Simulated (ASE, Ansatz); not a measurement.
# BH12C2I3N2 (P2_1/m) (80 atoms): atom by atom

This is step 2 of a relaxation. Method: Kohn-Sham DFT, PBE+D4, PAW (set soft_2, large core), plane waves (Ansatz 0.2.0); cutoff 420 eV, Γ point, fixed occupations.

Cell vectors (Å):

```
9.339 0.000 0.000
0.000 14.279 0.000
-4.524 0.000 8.335
```

Positions in Å, forces in eV/Å:

```tsv
atom	x	y	z	fx	fy	fz
B1	-2.130	1.785	6.120	0.775	0.000	0.372
B2	6.944	5.354	2.215	-0.775	0.000	-0.372
H3	-1.415	1.000	7.971	0.781	-1.650	0.760
H4	6.229	4.570	0.364	-0.781	-1.650	-0.760
H5	6.229	6.139	0.364	-0.781	1.650	-0.760
H6	-1.415	2.569	7.971	0.781	1.650	0.760
H7	-0.157	2.582	5.789	0.955	1.384	0.398
H8	4.971	6.152	2.546	-0.955	1.384	-0.398
H9	4.971	4.558	2.546	-0.955	-1.384	-0.398
H10	-0.157	0.988	5.789	0.955	-1.384	0.398
H11	-3.776	0.888	8.137	-0.859	-0.803	-0.702
H12	8.590	4.458	0.198	0.859	-0.803	0.702
H13	8.590	6.251	0.198	0.859	0.803	0.702
H14	-3.776	2.681	8.137	-0.859	0.803	-0.702
H15	1.302	1.785	1.128	0.674	0.000	1.016
H16	3.512	5.354	7.207	-0.674	0.000	-1.016
H17	-1.160	0.898	3.646	-0.983	-0.893	-0.247
H18	5.975	4.468	4.689	0.983	-0.893	0.247
H19	5.975	6.241	4.689	0.983	0.893	0.247
H20	-1.160	2.672	3.646	-0.983	0.893	-0.247
H21	0.262	1.785	3.563	1.332	0.000	0.035
H22	4.553	5.354	4.772	-1.332	0.000	-0.035
H23	-2.667	0.789	5.810	-0.414	-0.622	-0.236
H24	7.481	4.358	2.525	0.414	-0.622	0.236
H25	7.481	6.351	2.525	0.414	0.622	0.236
H26	-2.667	2.781	5.810	-0.414	0.622	-0.236
C27	1.247	1.785	0.062	1.114	0.000	0.245
C28	3.568	5.354	8.273	-1.114	0.000	-0.245
C29	-0.706	1.785	4.005	0.588	0.000	0.279
C30	5.521	5.354	4.330	-0.588	0.000	-0.279
I31	3.105	5.354	0.064	0.086	0.000	-0.088
I32	1.709	1.785	8.271	-0.086	0.000	0.088
I33	1.672	5.354	2.864	0.038	0.000	-0.016
I34	3.142	1.785	5.471	-0.038	0.000	0.016
I35	0.271	5.354	5.576	-0.128	0.000	0.091
I36	4.544	1.785	2.759	0.128	0.000	-0.091
N37	-1.959	1.785	7.716	-1.536	0.000	-1.312
N38	6.773	5.354	0.619	1.536	0.000	1.312
N39	-0.660	1.785	5.478	-1.867	0.000	-0.594
N40	5.474	5.354	2.857	1.867	0.000	0.594
B41	-2.130	8.924	6.120	0.775	0.000	0.372
B42	6.944	12.494	2.215	-0.775	0.000	-0.372
H43	-1.415	8.140	7.971	0.781	-1.650	0.760
H44	6.229	11.709	0.364	-0.781	-1.650	-0.760
H45	6.229	13.278	0.364	-0.781	1.650	-0.760
H46	-1.415	9.709	7.971	0.781	1.650	0.760
H47	-0.157	9.721	5.789	0.955	1.384	0.398
H48	4.971	13.291	2.546	-0.955	1.384	-0.398
H49	4.971	11.697	2.546	-0.955	-1.384	-0.398
H50	-0.157	8.127	5.789	0.955	-1.384	0.398
H51	-3.776	8.028	8.137	-0.859	-0.803	-0.702
H52	8.590	11.597	0.198	0.859	-0.803	0.702
H53	8.590	13.390	0.198	0.859	0.803	0.702
H54	-3.776	9.820	8.137	-0.859	0.803	-0.702
H55	1.302	8.924	1.128	0.674	0.000	1.016
H56	3.512	12.494	7.207	-0.674	0.000	-1.016
H57	-1.160	8.037	3.646	-0.983	-0.893	-0.247
H58	5.975	11.607	4.689	0.983	-0.893	0.247
H59	5.975	13.381	4.689	0.983	0.893	0.247
H60	-1.160	9.811	3.646	-0.983	0.893	-0.247
H61	0.262	8.924	3.563	1.332	0.000	0.035
H62	4.553	12.494	4.772	-1.332	0.000	-0.035
H63	-2.667	7.928	5.810	-0.414	-0.622	-0.236
H64	7.481	11.498	2.525	0.414	-0.622	0.236
H65	7.481	13.490	2.525	0.414	0.622	0.236
H66	-2.667	9.920	5.810	-0.414	0.622	-0.236
C67	1.247	8.924	0.062	1.114	0.000	0.245
C68	3.568	12.494	8.273	-1.114	0.000	-0.245
C69	-0.706	8.924	4.005	0.588	0.000	0.279
C70	5.521	12.494	4.330	-0.588	0.000	-0.279
I71	3.105	12.494	0.064	0.086	0.000	-0.088
I72	1.709	8.924	8.271	-0.086	0.000	0.088
I73	1.672	12.494	2.864	0.038	0.000	-0.016
I74	3.142	8.924	5.471	-0.038	0.000	0.016
I75	0.271	12.494	5.576	-0.128	0.000	0.091
I76	4.544	8.924	2.759	0.128	0.000	-0.091
N77	-1.959	8.924	7.716	-1.536	0.000	-1.312
N78	6.773	12.494	0.619	1.536	0.000	1.312
N79	-0.660	8.924	5.478	-1.867	0.000	-0.594
N80	5.474	12.494	2.857	1.867	0.000	0.594
```

Only the Γ point is sampled, in a cell whose shortest periodic width is 8 Å.

The r.m.s. force component is 0.776 eV/Å; the longest force, 2.02 eV/Å, acts on N37. The energy lies 332.1 meV/atom below that of the first step of this run.

[Logs are printed without paths, hosts, clocks, repeated set-up lines and the standing remarks that a program may print on its own settings, such as how far it seeks lower states.]

[Hosts, paths, dates, database ids (printed as entryN), source tags and the programs' standing remarks are cut or masked in the printed files.]
